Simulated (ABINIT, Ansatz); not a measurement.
**ZrSnSe3 (Pm-3m): zone-centre phonons**

Wanted: the vibrations of ZrSnSe3 (Pm-3m) at Γ, by two programs.

Main program and level: ABINIT 10.8.3; DFT LDA, scalar-relativistic, plane waves, JTH PAW pseudopotentials.

The structure was built from a prototype and need not be the compound's stable phase.

## 1. The structure

It takes space group Pm-3m (No. 221, cubic). Conventional cell: a = 5.106 Å, b = 5.106 Å, c = 5.106 Å, α = 90.00°, β = 90.00°, γ = 90.00°. Nearest to Sn lie 12 Se at 3.61 Å. Nearest to Zr lie 6 Se at 2.55 Å. Nearest to Se lie 2 Zr at 2.55 Å. Farther neighbours and most contacts between anions are not listed.

## 2. Relaxing the cell and atoms

The harmonic expansion needs vanishing forces, and a free crystal bears no stress, so cell and atoms are brought to rest. Stress is more sensitive to the basis than forces are: the last 3 Ha under the cutoff are smoothed with ecutsm, and the cutoff is raised above that of the later runs.

The starting cell comes from a relaxation made beforehand in Ansatz (LDA, PAW).

relax.abi reads:

```
# relaxation
ionmov 2
optcell 2
dilatmx 1.08
ntime 40
tolmxf 1.0d-05
tolvrs 1.0d-14
prtwf 0
prtden 0
chksymtnons 0

# basis, mesh and filling
ecut 24.0
ecutsm 3.0
pawecutdg 48.0
ngkpt 6 6 6
nshiftk 1
shiftk 0.0 0.0 0.0
istwfk *1
occopt 3
tsmear 0.01
nband 31
nstep 100
diemac 1000000.0
prtebands 0
prtgsr 0

# cell and atoms
acell 3*1.0 Angstrom
rprim 
    5.105627033 0.0 0.0
    0.0 5.105627033 0.0
    0.0 0.0 5.105627033
ntypat 3
znucl 50 40 34
natom 5
typat 1 2 3 3 3
xred 
    0.0 0.0 0.0
    0.5 0.5 0.5
    0.5 0.5 0.0
    0.5 0.0 0.5
    0.0 0.5 0.5
pp_dirpath "./pseudo"
pseudos "Sn.xml, Zr.xml, Se.xml"
```

The run is started by

```
OMP_NUM_THREADS=1 mpirun -n 4 abinit relax.abi > relax.log
```

Numbers of over 12 decimals in the logs are rounded to 6 here.

relax.abo, the main output file:

```text
[banners, grids, parts of the stress and lines that vanish by symmetry left out]
- input  file    -> relax.abi
- output file    -> relax.abo
- root for input  files -> relaxi
[...]
Symmetries : space group Pm -3 m (#221); Bravais cP (primitive cubic)
[...]
mpw =        6403          nfft =      110592          nkpt =          20
[...]
== DATASET  1 ==================================================================
[...]
cutoff_energies: {ecut:  24.0, pawecutdg:  48.0, }
[...]
ETOT  1  -146.54519871311    -1.465E+02 1.665E-01 2.328E+01
 ETOT  2  -146.68901884253    -1.438E-01 2.519E-02 4.718E+00
 ETOT  3  -146.68141991635     7.599E-03 5.242E-03 7.800E-01
 ETOT  4  -146.68045654629     9.634E-04 5.312E-03 1.467E-01
 ETOT  5  -146.68007906763     3.775E-04 1.708E-03 4.379E-03
[...]
At SCF step   16       nres2   =  2.02E-15 < tolvrs=  1.00E-14 =>converged.
[...]
sigma(1 1)= -6.26671882E-06  sigma(3 2)=  0.00000000E+00
  sigma(2 2)= -6.26671882E-06  sigma(3 1)=  0.00000000E+00
  sigma(3 3)= -6.26671882E-06  sigma(2 1)=  0.00000000E+00
[...]
convergence: {deltae: -4.576E-12, res2:  2.018E-15, residm:  1.020E-04, diffor: null, }
etotal    :  -1.46680087E+02
[...]
ETOT  1  -146.68010635718    -1.467E+02 5.148E-05 5.457E-03
[...]
At SCF step   12       nres2   =  8.49E-15 < tolvrs=  1.00E-14 =>converged.
[...]
sigma(1 1)= -4.90092953E-06  sigma(3 2)=  0.00000000E+00
  sigma(2 2)= -4.90092953E-06  sigma(3 1)=  0.00000000E+00
  sigma(3 3)= -4.90092953E-06  sigma(2 1)=  0.00000000E+00
[...]
convergence: {deltae:  6.139E-12, res2:  8.485E-15, residm:  1.583E-05, diffor: null, }
etotal    :  -1.46680090E+02
[...]
ETOT  1  -146.68030299572    -1.467E+02 1.391E-05 7.004E-02
[...]
ETOT 12  -146.68009465166    -5.116E-12 5.341E-06 1.070E-13
 ETOT 13  -146.68009465166     2.274E-13 4.090E-06 3.263E-15
 At SCF step   13       nres2   =  3.26E-15 < tolvrs=  1.00E-14 =>converged.
[...]
sigma(1 1)= -1.29490055E-08  sigma(3 2)=  0.00000000E+00
  sigma(2 2)= -1.29490055E-08  sigma(3 1)=  0.00000000E+00
  sigma(3 3)= -1.29490055E-08  sigma(2 1)=  0.00000000E+00
[...]
convergence: {deltae:  2.274E-13, res2:  3.263E-15, residm:  4.090E-06, diffor: null, }
etotal    :  -1.46680095E+02
[...]
At Broyd/MD step   3, gradients are converged :
[...]
sigma(1 1)= -1.29490055E-08  sigma(3 2)=  0.00000000E+00
  sigma(2 2)= -1.29490055E-08  sigma(3 1)=  0.00000000E+00
  sigma(3 3)= -1.29490055E-08  sigma(2 1)=  0.00000000E+00
[...]
- sigma(1 1)= -3.80972896E-04  sigma(3 2)=  0.00000000E+00
- sigma(2 2)= -3.80972895E-04  sigma(3 1)=  0.00000000E+00
- sigma(3 3)= -3.80972896E-04  sigma(2 1)=  0.00000000E+00
[...]
fcart     -0.0000000000E+00 -0.0000000000E+00 -0.0000000000E+00
           strten     -1.2949005523E-08 -1.2949005520E-08 -1.2949005531E-08
================================================================================

[key lines of the parts left out:]
pressure_GPa:   3.8097E-04
Total energy DC (eV): -4.63895863610749E+05
```

Wall time 2.4 min (4 MPI ranks of Arm Neoverse V1, shared host).

Little changed from the start: no atom moved by 0.005 Å and no cell edge by 0.1 %.

Read from the output:

| Property | Result |
| --- | --- |
| volume per atom | 26.69 Å³ |
| pressure | 3.81e-4 GPa |
| gap on the k-mesh | 0 eV |

The volume changes by +0.3 % from the cell with which this run began.

## 3. Self-consistent run for the response

The response is built on these wavefunctions, so the potential is converged far more tightly than an energy would need. Occupations are smeared.

gs.abi reads:

```
# ground state
tolvrs 1.0d-16
prtden 1
prtwf 1

# basis, mesh and filling
ecut 18.0
pawecutdg 36.0
ngkpt 6 6 6
nshiftk 1
shiftk 0.0 0.0 0.0
istwfk *1
occopt 3
tsmear 0.01
nband 31
nstep 100
diemac 1000000.0
prtebands 0
prtgsr 0

# cell and atoms
acell 3*1.0 Angstrom
rprim 
    5.11004017 0.0 0.0
    0.0 5.11004017 0.0
    0.0 0.0 5.11004017
ntypat 3
znucl 50 40 34
natom 5
typat 1 2 3 3 3
xred 
    0.0 0.0 0.0
    0.5 0.5 0.5
    0.5 0.5 0.0
    0.5 0.0 0.5
    0.0 0.5 0.5
pp_dirpath "./pseudo"
pseudos "Sn.xml, Zr.xml, Se.xml"
```

The run is started by

```
OMP_NUM_THREADS=1 mpirun -n 4 abinit gs.abi > gs.log
```

gs.abo, the main output file:

```text
[banners, grids, parts of the stress and lines that vanish by symmetry left out]
- input  file    -> gs.abi
- output file    -> gs.abo
- root for input  files -> gsi
[...]
Symmetries : space group Pm -3 m (#221); Bravais cP (primitive cubic)
[...]
mpw =        3328          nfft =       64000          nkpt =          20
[...]
== DATASET  1 ==================================================================
[...]
cutoff_energies: {ecut:  18.0, pawecutdg:  36.0, }
[...]
ETOT  1  -146.56852892398    -1.466E+02 1.575E-01 9.895E+00
 ETOT  2  -146.68844162319    -1.199E-01 4.043E-02 2.050E+00
 ETOT  3  -146.68052662347     7.915E-03 3.929E-03 3.245E-01
 ETOT  4  -146.67958569783     9.409E-04 3.164E-03 6.284E-02
 ETOT  5  -146.67920031276     3.854E-04 2.184E-03 1.935E-03
[...]
ETOT 17  -146.67920845507     6.480E-12 8.770E-05 1.373E-16
 ETOT 18  -146.67920845508    -9.805E-12 5.016E-05 1.146E-17
 At SCF step   18       nres2   =  1.15E-17 < tolvrs=  1.00E-16 =>converged.
[...]
sigma(1 1)=  6.79448394E-06  sigma(3 2)=  0.00000000E+00
  sigma(2 2)=  6.79448394E-06  sigma(3 1)=  0.00000000E+00
  sigma(3 3)=  6.79448394E-06  sigma(2 1)=  0.00000000E+00
[...]
convergence: {deltae: -9.805E-12, res2:  1.146E-17, residm:  5.016E-05, diffor: null, }
etotal    :  -1.46679208E+02
[...]
sigma(1 1)=  6.79448394E-06  sigma(3 2)=  0.00000000E+00
  sigma(2 2)=  6.79448394E-06  sigma(3 1)=  0.00000000E+00
  sigma(3 3)=  6.79448394E-06  sigma(2 1)=  0.00000000E+00
[...]
- sigma(1 1)=  1.99900619E-01  sigma(3 2)=  0.00000000E+00
- sigma(2 2)=  1.99900619E-01  sigma(3 1)=  0.00000000E+00
- sigma(3 3)=  1.99900619E-01  sigma(2 1)=  0.00000000E+00
[...]
fcart     -0.0000000000E+00 -0.0000000000E+00 -0.0000000000E+00
           strten      6.7944839427E-06  6.7944839427E-06  6.7944839427E-06
================================================================================

[key lines of the parts left out:]
pressure_GPa:  -1.9990E-01
Total energy DC (eV): -4.63895839496112E+05
```

It took 39 s on 4 MPI ranks.

Read from the output:

- pressure: -0.1999 GPa

The cell stands at -0.20 GPa: the relaxation ran with a smoothed and higher cutoff, and the difference is a stress of the finite basis.

## 4. Zone-centre response

At q = 0 one unit cell holds all displacements. The response is solved for single atoms along the cell's directions, and symmetry skips those that follow from others. The crystal is treated as a metal, which screens a static field, so no field response is asked.

dfpt_gamma.abi reads:

```

# common to the responses
getwfk_filepath "gso_WFK"
kptopt 2
nqpt 1
qpt 0.0 0.0 0.0
asr 0
chneut 0

# displacements
rfphon 1
rfatpol 1 5
rfdir 1 1 1
tolvrs 1.0d-10
prtwf 0

# basis, mesh and filling
ecut 18.0
pawecutdg 36.0
ngkpt 6 6 6
nshiftk 1
shiftk 0.0 0.0 0.0
istwfk *1
occopt 3
tsmear 0.01
nband 31
nstep 100
diemac 1000000.0
prtebands 0
prtgsr 0

# cell and atoms
acell 3*1.0 Angstrom
rprim 
    5.11004017 0.0 0.0
    0.0 5.11004017 0.0
    0.0 0.0 5.11004017
ntypat 3
znucl 50 40 34
natom 5
typat 1 2 3 3 3
xred 
    0.0 0.0 0.0
    0.5 0.5 0.5
    0.5 0.5 0.0
    0.5 0.0 0.5
    0.0 0.5 0.5
pp_dirpath "./pseudo"
pseudos "Sn.xml, Zr.xml, Se.xml"
```

The run is started by

```
OMP_NUM_THREADS=1 mpirun -n 4 abinit dfpt_gamma.abi > dfpt_gamma.log
```

dfpt_gamma.abo, the main output file:

```text
[banners, grids, parts of the stress and lines that vanish by symmetry left out]
- input  file    -> dfpt_gamma.abi
- output file    -> dfpt_gamma.abo
- root for input  files -> dfpt_gammai
[...]
Symmetries : space group Pm -3 m (#221); Bravais cP (primitive cubic)
[...]
nfft =       64000          nkpt =         112
[...]
== DATASET  1 ==================================================================
[...]
cutoff_energies: {ecut:  18.0, pawecutdg:  36.0, }
[...]
Perturbation : displacement of atom   1   along direction   1
[...]
-ETOT  1   6483.6537556749      5.772E+03 1.161E+01 2.334E+07
 ETOT  2   329.83123247984     -6.154E+03 3.836E+00 1.373E+06
 ETOT  3   5.130180     -3.247E+02 6.834E-01 5.064E+04
 ETOT  4  -2.068418     -7.199E+00 8.133E-02 3.352E+03
 ETOT  5  -2.548722     -4.803E-01 7.143E-03 8.516E+01
[...]
At SCF step   15       vres2   =  3.64E-11 < tolvrs=  1.00E-10 =>converged.
[...]
Perturbation : displacement of atom   2   along direction   1
[...]
-ETOT  1   3585.6121940133      2.087E+02 2.754E+01 1.593E+07
[...]
At SCF step   14       vres2   =  8.66E-11 < tolvrs=  1.00E-10 =>converged.
[...]
Perturbation : displacement of atom   3   along direction   1
[...]
-ETOT  1   310.79037325442     -5.640E+00 2.396E+00 1.784E+06
[...]
At SCF step   15       vres2   =  5.42E-12 < tolvrs=  1.00E-10 =>converged.
[...]
Perturbation : displacement of atom   3   along direction   3
[...]
-ETOT  1   485.35777508819      1.339E+02 3.038E+00 2.545E+06
[...]
ETOT 13   13.084198907891     -1.093E-10 1.505E-06 3.137E-10
 ETOT 14   13.084198907892      9.095E-13 9.083E-07 1.622E-11
 At SCF step   14       vres2   =  1.62E-11 < tolvrs=  1.00E-10 =>converged.
[...]
Phonon wavevector (reduced coordinates) :  0.00000  0.00000  0.00000
 Phonon energies in Hartree :
[...]
Phonon frequencies in cm-1    :
- -1.002657E+02 -1.002657E+02 -1.002657E+02 -6.860834E+01 -6.860834E+01
- -6.860834E+01 -4.756036E+01 -4.756036E+01 -4.756036E+01 -6.086740E+00
- -6.086740E+00 -6.086740E+00  2.611259E+02  2.611259E+02  2.611259E+02
[...]
fcart      0.0000000000E+00  0.0000000000E+00  0.0000000000E+00
           strten      0.0000000000E+00  0.0000000000E+00  0.0000000000E+00
================================================================================
```

Elapsed: 6.8 min, on 4 MPI ranks.

Numbers from this step:

```yaml
largest_acoustic_frequency_at_the_zone_centre_before_the_sum_rule: -6.09 cm⁻¹
highest_optical_zone_centre_mode_no_lo_to_term: 261.1 cm⁻¹
lowest_optical_zone_centre_mode: -100.3 cm⁻¹
```

The acoustic modes at Γ come out as far as 6.1 cm⁻¹ from zero, where they should vanish, a small numerical error. The lowest optical mode is imaginary, 100i cm⁻¹, an instability at this level and on this k mesh.

(Part 1 of 3 ends here.)

[Host names and launcher messages were left out of these logs when they were recorded.]

[Logs are printed without paths, hosts, clocks, repeated set-up lines and the standing remarks that a program may print on its own settings, such as how far it seeks lower states.]

[Hosts, paths, dates, database ids (printed as entryN), source tags and the programs' standing remarks are cut or masked in the printed files.]
